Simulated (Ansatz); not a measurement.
## Work function of Sr(100): what the settings cost and change

How thick a slab and how much vacuum does the work function of Sr(100) need?

Program: Ansatz 0.2.0. Level of theory: plane-wave DFT, PBE, Ansatz PAW. Values are calculated unless marked as measured.

## 1. Starting point

The cell holds 1 atom: 1 Sr. Its edges and angles: a = 4.299 Å, b = 4.299 Å, c = 18.000 Å, α = 90.0°, β = 90.0°, γ = 90.0°. Vacuum lies along c.

## 2. Run, setting 1 layer

A work function rests on the faint tail of the density, so the SCF threshold is tight. The slab grows from one layer, at fixed mesh and 18 Å of vacuum; then the vacuum is varied on one slab.

input.yaml reads:

```yaml
crystal:
  lattice:
    - [4.2992092296, 0.0, 0.0]
    - [0.0, 4.2992092296, 0.0]
    - [0.0, 0.0, 18.0]
  atoms:
    - { symbol: Sr, position: [0.5, 0.5, 0.5] }
kpoints:
  mp_grid: { grid: [10, 10, 1] }
hamiltonian:
  xc: pbe
scf:
  occupations: { method: fermi_dirac, width: 0.1 }
  convergence: { dr2_threshold: 1.0e-09 }
efield:
  axis: 3
  dipole_correction: true
  ramp_position: 0.97
  ramp_width: 0.06
output:
  write_potential: true
  write_density: true
  volumetric_format: npy
  elf: true
```

The run is started by

```console
$ ansatz run input.yaml --threads 2 --pin off --max-ram 3072MiB --backend cpu --events-out ev --progress --plain --runs-dir out
```

What it wrote:

```text
Engine: ansatz 0.2.0, aarch64-unknown-linux-gnu
Pseudopotentials: kind: paw
Pseudopotential: Sr, paw, valence charge 10, recommended cutoff 420 eV (normal), Sr.paw.azcp
Functional definition: PBE
  parameter kappa = 0.804
  parameter beta = 0.066725
  exchange = pbe_x(kappa = kappa, mu = beta*pi^2/3)
  correlation = pbe_c(beta = beta)
Crystal: 1 atoms, lattice volume = 332.698 Å³
Basis set: ecut = 420 eV, 6477 PW (Γ)
Bands: 9, of which v1, the nominal top of the filled ones, is band 5 counted from 1 (4 counted from 0)
Symmetry: 8 space group operations
k-points: 21 of 100
Non-local potential: Sr, projectors of the file, l = 0: 3, l = 1: 2, l = 2: 2
PAW form: soft (Blöchl's): semilocal exchange-correlation on the pseudo side does not see the compensation charge
PAW one-centre angular grid: Sr, 110 points (default); XC on 64 Gauss nodes
Initial density: superposition of atomic densities (neutral atoms: chi_scale 0, normalization atom), corrected by the library's trained network
Initial wavefunctions: pseudopotential atomic-orbital guess
Functional: x = pbe(κ = 0.804, μ = 0.219515), c = pbe(β = 0.066725)
SCF iter   1: F=—  HF=-3543.330466 eV  |F-HF|=—  |Δ(HF+E_count)|=         —  Δρ=1.02e-3  dr2=8.45e-3  ethr=1.77e-3  p=-0.000 e·Å  D=-9.28e-17 V/Å  ΔV_dip=0.00 eV  dr2_dipole=4.16e-10  V_vac-E_F(+/−)=2.62/2.62 eV  ⟨swp⟩=10.8  Hψ=2101  notcnv=0
efield: sawtooth ramp at fractional position 0.9700 (set: `efield.ramp_position`, or a place that a band, a saddle search or an elastic batch's reference lends), width 0.0600; the density the first Hamiltonian is built on has a dipole p = -0.000 e·Å; the dipole correction subtracts the counter field D = -9.28e-17 V/Å, which shifts the + side's vacuum level by +0.00 eV against the − side's; the planar-averaged density in the ramp window peaks in size at 3.0e-6 e/Å³
preconditioner: auto → LDOS  [metal: Δε(μ)=0.026 eV  Ē_g=2.322 eV  σ=0.100 eV  W_gap=0.06  n_scr=20 (ndim 8)  ℏωp=2.9 eV  f_vac=0.644  D(μ)=1.58/eV (n_scr^D=4)  β→1.0]
SCF iter   2: F=—  HF=-3543.331522 eV  |F-HF|=—  |Δ(HF+E_count)|=   1.06e-3  Δρ=4.14e-4  dr2=1.61e-3  ethr=8.45e-5  p=-0.000 e·Å  D=-2.18e-6 V/Å  ΔV_dip=0.00 eV  dr2_dipole=1.96e-9  V_vac-E_F(+/−)=2.56/2.56 eV  ⟨swp⟩=2.4  Hψ=464  notcnv=0
SCF iter   3: F=—  HF=-3543.331749 eV  |F-HF|=—  |Δ(HF+E_count)|=   2.27e-4  Δρ=1.67e-4  dr2=1.29e-4  ethr=1.61e-5  p=0.000 e·Å  D=4.07e-6 V/Å  ΔV_dip=-0.00 eV  dr2_dipole=4.62e-9  V_vac-E_F(+/−)=2.52/2.52 eV  ⟨swp⟩=1.9  Hψ=223  notcnv=0
SCF iter   4: F=—  HF=-3543.331812 eV  |F-HF|=—  |Δ(HF+E_count)|=   6.24e-5  Δρ=3.66e-5  dr2=6.09e-6  ethr=1.29e-6  p=-0.000 e·Å  D=-2.35e-6 V/Å  ΔV_dip=0.00 eV  dr2_dipole=2.15e-9  V_vac-E_F(+/−)=2.51/2.51 eV  ⟨swp⟩=2.2  Hψ=262  notcnv=0
SCF iter   5: F=—  HF=-3543.331819 eV  |F-HF|=—  |Δ(HF+E_count)|=   7.70e-6  Δρ=8.12e-6  dr2=2.63e-7  ethr=6.09e-8  p=0.000 e·Å  D=2.59e-6 V/Å  ΔV_dip=-0.00 eV  dr2_dipole=3.11e-9  V_vac-E_F(+/−)=2.51/2.51 eV  ⟨swp⟩=2.2  Hψ=307  notcnv=0
SCF iter   6: F=—  HF=-3543.331767 eV  |F-HF|=—  |Δ(HF+E_count)|=   5.21e-5  Δρ=3.35e-6  dr2=6.11e-8  ethr=2.63e-9  p=-0.000 e·Å  D=-2.85e-6 V/Å  ΔV_dip=0.00 eV  dr2_dipole=3.64e-9  V_vac-E_F(+/−)=2.51/2.51 eV  ⟨swp⟩=2.0  Hψ=311  notcnv=0
SCF iter   7: F=—  HF=-3543.331767 eV  |F-HF|=—  |Δ(HF+E_count)|=   7.12e-9  Δρ=7.57e-7  dr2=5.78e-9  ethr=6.11e-10  p=0.000 e·Å  D=6.71e-7 V/Å  ΔV_dip=-0.00 eV  dr2_dipole=1.88e-10  V_vac-E_F(+/−)=2.51/2.51 eV  ⟨swp⟩=2.0  Hψ=286  notcnv=0
SCF iter   8: F=-3543.331767 eV  HF=-3543.331767 eV  |F-HF|=3.33e-10  |Δ(HF+E_count)|=   4.42e-9  Δρ=2.54e-7  dr2=4.30e-10  ethr=1.00e-11  p=-0.000 e·Å  D=-2.15e-7 V/Å  ΔV_dip=0.00 eV  dr2_dipole=2.02e-11  V_vac-E_F(+/−)=2.51/2.51 eV  ⟨swp⟩=4.8  Hψ=775  notcnv=0
SCF 1 converged in 8 iterations: F = -3543.331767 eV  dr2 = 4.30e-10
  greatest PAW one-centre occupation: 0.988 electrons in one spin orbital (limit 2), on the Sr atom at site 0 (counted from 0), in its partial waves of l = 0
WARN: The output density's exchange-correlation potential varies sharply where the density is thin. Do not read a vacuum level from v_tot or v_xc, or from such a field of the output density. On a cell that repeats whose density bears no net charge and no dipole along the vacuum's axis use v_es (v_loc + v_h of the components); under efield.dipole_correction with no amplitude use v_es + v_field, which holds any externa [...]
SCF converged after 8 iterations
Free energy (F): -3543.331767 eV
Harris-Foulkes:  -3543.331767 eV  (|F-HF|=3.33e-10)
Internal energy: -3543.276195 eV  (E = F + TS)
E sigma→0 (E₀):  -3543.303981 eV
Entropy (-TS):   -0.055572 eV (-55.572 meV/atom)
Fermi energy:    -1.097977 eV
Dipole field:    D = 0.000004 V/Å  (p = 0.000008 e·Å, saw-weighted, corrected)
Work function:   Φ+ = 2.5095 eV   Φ− = 2.5096 eV
Levels:          The Fermi level and band energies are counted from a zero that moves with the ramp; work functions are not
--- Per-component energies (eV) ---
  E_band       = -206.370570
  E_kinetic    = 238.723862
  E_local      = -1953.577710  (includes V_loc(G=0)·N_el)
  E_nonlocal   = 203.362978
  E_hartree    = 751.462283
  E_xc         = -169.569989
  E_vxc        = -157.018621  (∫ρ·V_xc dr)
  E_paw        = -2694.759021  (= ΣΔE_a)
  E_vpaw       = -40.786062  (= ΣTr[D̂ρ^β])
  E_aug_tail   = -0.000001  (compensation charges beyond the density's cutoff)
  E_efield     = 0.000000  (sawtooth field / dipole correction)
  E_vefield    = 0.000000  (∫n·V_field dr)
  E_ewald      = 81.081404
  E_smearing   = -0.055572  (= −TS)
  E_closure    = -0.000000  (closes the sum)
  Σ components = -3543.331767   (vs F -3543.331767, Δ=0.00e0)
--- Band table (eV; the first three rows and the last of 21) ---
  k-point 0: bands = ["-38.7884", "-20.8494", "-20.6328", "-20.6328", "-3.6372", "-0.9615", "-0.4419", "-0.2621", "1.2275"]
  k-point 1: bands = ["-38.7880", "-20.8486", "-20.6414", "-20.6321", "-3.5340", "-0.9235", "-0.4069", "-0.2000", "1.2979"]
  k-point 2: bands = ["-38.7870", "-20.8465", "-20.6638", "-20.6303", "-3.2357", "-0.8229", "-0.3476", "-0.0292", "1.1861"]
  k-point 20: bands = ["-38.7806", "-20.8330", "-20.7122", "-20.7122", "-1.1083", "0.1122", "0.1122", "0.4543", "0.7950"]
```

Elapsed: 11 s, on 2 threads of Arm Neoverse N1, shared host; peak memory 0.46 GiB; 20 s of CPU time.

In the SCF lines HF is the Harris–Foulkes energy and dr2 the Hartree energy of the density residual, in eV; the loop may stop once dr2 is under the threshold and the program's other checks hold. Hψ counts applications of the Hamiltonian.

This step gave:

* energy at zero smearing: -3543.3040 eV
* work function, upper face: 2.510 eV

Running mean over 3.04 Å of the planar mean; the ramp of the sawtooth is left out. Table of electron's electrostatic potential energy less the Fermi level by z:

z (Å), electron's electrostatic potential energy less the Fermi level (eV) and a bar from the least value:
```
     2.88       2.51 ##############################
     3.17       2.51 ##############################
     3.60       2.51 ##############################
     3.89       2.50 ##############################
     4.18       2.50 ##############################
     4.46       2.49 ##############################
     4.90       2.47 ##############################
     5.18       2.44 ##############################
     5.47       2.39 #############################
     5.90       2.26 #############################
     6.19       2.10 ############################
     6.48       1.85 ###########################
     6.91       1.12 ########################
     7.20       0.14 ####################
     7.49      -1.20 ##############
     7.78      -2.53 ########
     8.21      -3.76 ##
     8.50      -4.11 #
     8.78      -4.28 
     9.22      -4.28 
     9.50      -4.11 #
     9.79      -3.76 ##
    10.22      -2.53 ########
    10.51      -1.20 ##############
    10.80       0.14 ####################
    11.09       1.12 ########################
    11.52       1.85 ###########################
    11.81       2.10 ############################
    12.10       2.26 #############################
    12.53       2.39 #############################
    12.82       2.44 ##############################
    13.10       2.47 ##############################
    13.54       2.49 ##############################
    13.82       2.50 ##############################
    14.11       2.50 ##############################
    14.40       2.51 ##############################
    14.83       2.51 ##############################
    15.12       2.51 ##############################
```

ELF in the ca plane at fractional y = 0.500, with atoms of Sr within 0.2 Å of it. It is the smooth field of the valence electrons, not physical close to the nuclei.

Ten even steps from '0' (0.00) to '9' (0.86), each cell a mean:
```
00000000000000012454433345431000000000000000
00000000000000012321111112332100000000000000
00000000000000012201477520122100000000000000
00000000000000122104998971012100000000000000
00000000000000122016951892012100000000000000
00000000000000122105975982012100000000000000
00000000000000122102799841022100000000000000
00000000000000012210144311222100000000000000
00000000000000012332111123332100000000000000
00000000000000012456555565431000000000000000
```
Columns run along c (18.0 Å), rows up along a (4.3 Å). Atoms in or near the plane, at fractional coordinates: Sr at (0.50, 0.50).

Electrostatic potential energy in the ca plane at fractional y = 0.500, with atoms of Sr within 0.2 Å of it. With pseudopotentials it is smooth inside the atoms' cores, unlike the true potential.

Values in eV, 6 rows by 16 columns, each cell a mean:
```
  1   1   1   1   1   1   1  -1  -2   0   1   1   1   1   1   1
  1   1   1   1   1   1  -1 -12 -14  -2   1   1   1   1   1   1
  1   1   1   1   1   1  -3 -24 -28  -5   1   1   1   1   1   1
  1   1   1   1   1   1  -2 -23 -26  -4   1   1   1   1   1   1
  1   1   1   1   1   1  -1  -7  -9  -1   1   1   1   1   1   1
  1   1   1   1   1   1   1  -1  -1   1   1   1   1   1   1   1
```
Columns run along c (18.0 Å; values clipped at the 3rd and 97th percentile), rows up along a (4.3 Å). Atoms in or near the plane, at fractional coordinates: Sr at (0.50, 0.50).

Valence density in the ca plane at fractional y = 0.500, with atoms of Sr within 0.2 Å of it. It is the smooth field of the valence electrons, not physical close to the nuclei.

Ten steps, logarithmic in the rise over the least value, from '0' (0.0 e/Å³) to '9' (2.5 e/Å³), each cell a mean:
```
00000000000000000011222211000000000000000000
00000000000000000011233321100000000000000000
00000000000000000012567631100000000000000000
00000000000000000014799862100000000000000000
00000000000000000025999973100000000000000000
00000000000000000025899973100000000000000000
00000000000000000013688752100000000000000000
00000000000000000012355421100000000000000000
00000000000000000011222211000000000000000000
00000000000000000011122211000000000000000000
```
Columns run along c (18.0 Å), rows up along a (4.3 Å). Atoms in or near the plane, at fractional coordinates: Sr at (0.50, 0.50).

The work function is 2.510 eV.

## 3. Slab, 2 atoms

System of this step: Sr(100). The cell holds 2 atoms: 2 Sr. Its edges and angles: a = 4.299 Å, b = 4.299 Å, c = 21.040 Å, α = 90.0°, β = 90.0°, γ = 90.0°. Vacuum lies along c.

input.yaml, the sections that differ from step 2:

```yaml
crystal:
  lattice:
    - [4.2992092296, 0.0, 0.0]
    - [0.0, 4.2992092296, 0.0]
    - [0.0, 0.0, 21.04]
  atoms:
    - { symbol: Sr, position: [0.5, 0.5, 0.427756654] }
    - { symbol: Sr, position: [0.0, 0.0, 0.572243346] }
output:
  write_potential: true
  write_density: true
  volumetric_format: npy
# kpoints, hamiltonian, scf, efield: as in step 2
```

What it wrote:

```text
[...]
Crystal: 2 atoms, lattice volume = 388.887 Å³
Basis set: ecut = 420 eV, 7551 PW (Γ)
Bands: 14, of which v1, the nominal top of the filled ones, is band 10 counted from 1 (9 counted from 0)
Symmetry: 8 space group operations
k-points: 21 of 100
[...]
k-point 0: bands = [... 6 lower, -19.1883, -19.1883, -3.3182, -1.8775, 0.0842, 0.3179, 0.3932, 1.2320]
  k-point 1: bands = [... 6 lower, -19.1973, -19.1883, -3.2172, -1.7817, 0.1178, 0.3238, 0.4458, 1.2532]
  k-point 2: bands = [... 6 lower, -19.2141, -19.1886, -2.9243, -1.5113, 0.2029, 0.2622, 0.6072, 1.2754]
  k-point 20: bands = [... 6 lower, -19.2619, -19.2619, -0.4140, -0.4140, 0.2165, 0.2165, 1.5040, 1.5040]
[key lines of the parts left out:]
SCF converged after 8 iterations
Free energy (F): -7087.691074 eV
Fermi energy:    -0.241191 eV
Dipole field:    D = 0.000006 V/Å  (p = 0.000013 e·Å, saw-weighted, corrected)
Work function:   Φ+ = 2.5069 eV   Φ− = 2.5070 eV
```

It took 16 s on 2 threads; peak memory 0.47 GiB.

The work function is 2.507 eV, -0.003 eV from the run “1 layer”, at 1.4 times its CPU time.

## 4. Run, 3 atoms

System of this step: Sr(100). The cell holds 3 atoms: 3 Sr. Cell: a = 4.299 Å, b = 4.299 Å, c = 24.080 Å, α = 90.0°, β = 90.0°, γ = 90.0°. Vacuum lies along c.

input.yaml, the sections that differ from step 3:

```yaml
crystal:
  lattice:
    - [4.2992092296, 0.0, 0.0]
    - [0.0, 4.2992092296, 0.0]
    - [0.0, 0.0, 24.08]
  atoms:
    - { symbol: Sr, position: [0.0, 0.0, 0.3737541528] }
    - { symbol: Sr, position: [0.5, 0.5, 0.5] }
    - { symbol: Sr, position: [0.0, 0.0, 0.6262458472] }
# kpoints, hamiltonian, scf, efield, output: as in step 3
```

What it wrote:

```text
[...]
Crystal: 3 atoms, lattice volume = 445.075 Å³
Basis set: ecut = 420 eV, 8665 PW (Γ)
Bands: 19, of which v1, the nominal top of the filled ones, is band 15 counted from 1 (14 counted from 0)
Symmetry: 8 space group operations
k-points: 21 of 100
[...]
k-point 1: bands = [... 11 lower, -18.0435, -2.7960, -1.9568, -0.7535, 0.8228, 0.8877, 0.9708, 1.3030, ... 4 higher]
  k-point 2: bands = [... 11 lower, -18.0417, -2.4992, -1.6823, -0.4992, 0.8113, 0.8960, 1.1258, 1.2434, ... 4 higher]
  k-point 20: bands = [... 11 lower, -18.0889, 0.0336, 0.0859, 0.4419, 0.8122, 0.8122, 1.0874, 1.0874, ... 4 higher]
[key lines of the parts left out:]
SCF converged after 9 iterations
Free energy (F): -10631.928415 eV
Fermi energy:    0.382216 eV
Dipole field:    D = -0.000001 V/Å  (p = -0.000003 e·Å, saw-weighted, corrected)
Work function:   Φ+ = 2.5497 eV   Φ− = 2.5496 eV
```

Run time: 32 s. Hardware: 2 threads; peak memory 0.59 GiB; 55 s of CPU time.

The work function is 2.550 eV, +0.043 eV from the run “2 layers”, at 2.0 times its CPU time.

## 5. Run, 4 atoms

System of this step: Sr(100). The cell holds 4 atoms: 4 Sr. Cell: a = 4.299 Å, b = 4.299 Å, c = 27.120 Å, α = 90.0°, β = 90.0°, γ = 90.0°. Vacuum lies along c.

input.yaml, the sections that differ from step 4:

```yaml
crystal:
  lattice:
    - [4.2992092296, 0.0, 0.0]
    - [0.0, 4.2992092296, 0.0]
    - [0.0, 0.0, 27.12]
  atoms:
    - { symbol: Sr, position: [0.5, 0.5, 0.3318584071] }
    - { symbol: Sr, position: [0.0, 0.0, 0.4439528024] }
    - { symbol: Sr, position: [0.5, 0.5, 0.5560471976] }
    - { symbol: Sr, position: [0.0, 0.0, 0.6681415929] }
# kpoints, hamiltonian, scf, efield, output: as in step 4
```

What it wrote:

```text
[...]
Crystal: 4 atoms, lattice volume = 501.264 Å³
Basis set: ecut = 420 eV, 9763 PW (Γ)
Bands: 24, of which v1, the nominal top of the filled ones, is band 20 counted from 1 (19 counted from 0)
Symmetry: 8 space group operations
k-points: 21 of 100
[...]
k-point 1: bands = [... 16 lower, -2.3963, -1.8489, -0.9647, -0.0418, 1.3577, 1.3615, 1.4309, 1.6088, ... 4 higher]
  k-point 2: bands = [... 16 lower, -2.0966, -1.5683, -0.7059, 0.2085, 1.2744, 1.4354, 1.5339, 1.5769, ... 4 higher]
  k-point 20: bands = [... 16 lower, 0.4751, 0.4751, 0.8582, 0.8582, 1.3017, 1.3017, 1.4281, 1.4281, ... 4 higher]
[key lines of the parts left out:]
SCF converged after 10 iterations
Free energy (F): -14176.169495 eV
Fermi energy:    0.887946 eV
Dipole field:    D = 0.000004 V/Å  (p = 0.000011 e·Å, saw-weighted, corrected)
Work function:   Φ+ = 2.5542 eV   Φ− = 2.5543 eV
```

Wall time 45 s (2 threads); peak memory 0.68 GiB.

The work function is 2.554 eV, +0.005 eV from the run “3 layers”, at 1.4 times its CPU time.

## 6. Run, 5 atoms

System of this step: Sr(100). The cell holds 5 atoms: 5 Sr. Its edges and angles: a = 4.299 Å, b = 4.299 Å, c = 30.160 Å, α = 90.0°, β = 90.0°, γ = 90.0°. Vacuum lies along c.

input.yaml, the sections that differ from step 5:

```yaml
crystal:
  lattice:
    - [4.2992092296, 0.0, 0.0]
    - [0.0, 4.2992092296, 0.0]
    - [0.0, 0.0, 30.16]
  atoms:
    - { symbol: Sr, position: [0.0, 0.0, 0.2984084881] }
    - { symbol: Sr, position: [0.5, 0.5, 0.399204244] }
    - { symbol: Sr, position: [0.0, 0.0, 0.5] }
    - { symbol: Sr, position: [0.5, 0.5, 0.600795756] }
    - { symbol: Sr, position: [0.0, 0.0, 0.7015915119] }
# kpoints, hamiltonian, scf, efield, output: as in step 5
```

What it wrote:

```text
[...]
Crystal: 5 atoms, lattice volume = 557.453 Å³
Basis set: ecut = 420 eV, 10829 PW (Γ)
Bands: 30, of which v1, the nominal top of the filled ones, is band 25 counted from 1 (24 counted from 0)
Symmetry: 8 space group operations
k-points: 21 of 100
[...]
k-point 0: bands = [... 21 lower, -1.7588, -1.1219, -0.3170, 0.3954, 1.7410, 1.7503, 1.7687, 1.9175, ... 6 higher]
  k-point 1: bands = [... 21 lower, -1.6597, -1.0283, -0.2275, 0.4858, 1.7442, 1.7833, 1.8147, 1.9208, ... 6 higher]
  k-point 2: bands = [... 21 lower, -1.3734, -0.7622, 0.0213, 0.7366, 1.6599, 1.8321, 1.8686, 1.9516, ... 6 higher]
  k-point 20: bands = [... 21 lower, 0.8397, 1.1153, 1.1622, 1.3659, 1.7001, 1.7001, 1.7750, 1.7750, ... 6 higher]
[key lines of the parts left out:]
SCF converged after 10 iterations
Free energy (F): -17720.411305 eV
Fermi energy:    1.291331 eV
Dipole field:    D = -0.000000 V/Å  (p = -0.000001 e·Å, saw-weighted, corrected)
Work function:   Φ+ = 2.5552 eV   Φ− = 2.5552 eV
```

Elapsed: 65 s, on 2 threads; peak memory 0.82 GiB.

The work function is 2.555 eV, +0.001 eV from the run “4 layers”, at 1.4 times its CPU time.

## 7. Run, 6 atoms

System of this step: Sr(100). The cell holds 6 atoms: 6 Sr. Its edges and angles: a = 4.299 Å, b = 4.299 Å, c = 33.200 Å, α = 90.0°, β = 90.0°, γ = 90.0°. Vacuum lies along c.

input.yaml, the sections that differ from step 6:

```yaml
crystal:
  lattice:
    - [4.2992092296, 0.0, 0.0]
    - [0.0, 4.2992092296, 0.0]
    - [0.0, 0.0, 33.2]
  atoms:
    - { symbol: Sr, position: [0.5, 0.5, 0.2710843373] }
    - { symbol: Sr, position: [0.0, 0.0, 0.3626506024] }
    - { symbol: Sr, position: [0.5, 0.5, 0.4542168675] }
    - { symbol: Sr, position: [0.0, 0.0, 0.5457831325] }
    - { symbol: Sr, position: [0.5, 0.5, 0.6373493976] }
    - { symbol: Sr, position: [0.0, 0.0, 0.7289156627] }
# kpoints, hamiltonian, scf, efield, output: as in step 6
```

What it wrote:

```text
[...]
Crystal: 6 atoms, lattice volume = 613.642 Å³
Basis set: ecut = 420 eV, 11911 PW (Γ)
Bands: 36, of which v1, the nominal top of the filled ones, is band 30 counted from 1 (29 counted from 0)
Symmetry: 8 space group operations
k-points: 21 of 100
[...]
k-point 0: bands = [... 26 lower, -1.0872, -0.4491, 0.2431, 0.8038, 2.0592, 2.0865, 2.0936, 2.1927, ... 8 higher]
  k-point 1: bands = [... 26 lower, -0.9918, -0.3585, 0.3314, 0.8947, 2.0640, 2.1197, 2.1369, 2.1984, ... 8 higher]
  k-point 2: bands = [... 26 lower, -0.7186, -0.1038, 0.5751, 1.1473, 1.9813, 2.1058, 2.2111, 2.2655, ... 8 higher]
  k-point 20: bands = [... 26 lower, 1.3733, 1.3733, 1.6493, 1.6493, 2.0270, 2.0270, 2.0780, 2.0780, ... 8 higher]
[key lines of the parts left out:]
SCF converged after 10 iterations
Free energy (F): -21264.653027 eV
Fermi energy:    1.623317 eV
Dipole field:    D = 0.000003 V/Å  (p = 0.000010 e·Å, saw-weighted, corrected)
Work function:   Φ+ = 2.5529 eV   Φ− = 2.5531 eV
```

Run time: 90 s. Hardware: 2 threads; peak memory 0.95 GiB.

The work function is 2.553 eV, -0.002 eV from the run “5 layers”, at 1.4 times its CPU time.

(Part 1 of 2 ends here.)

[Long decimals in the printed logs are rounded to 6 places.]

[Logs are printed without paths, hosts, clocks, repeated set-up lines and the standing remarks that a program may print on its own settings, such as how far it seeks lower states.]

[Hosts, paths, dates, database ids (printed as entryN), source tags and the programs' standing remarks are cut or masked in the printed files.]

[Maps of the electrostatic potential energy from Ansatz leave out the sawtooth potential of an applied field or a dipole correction, so their vacuum need not be flat; planar profiles and work functions include it.]
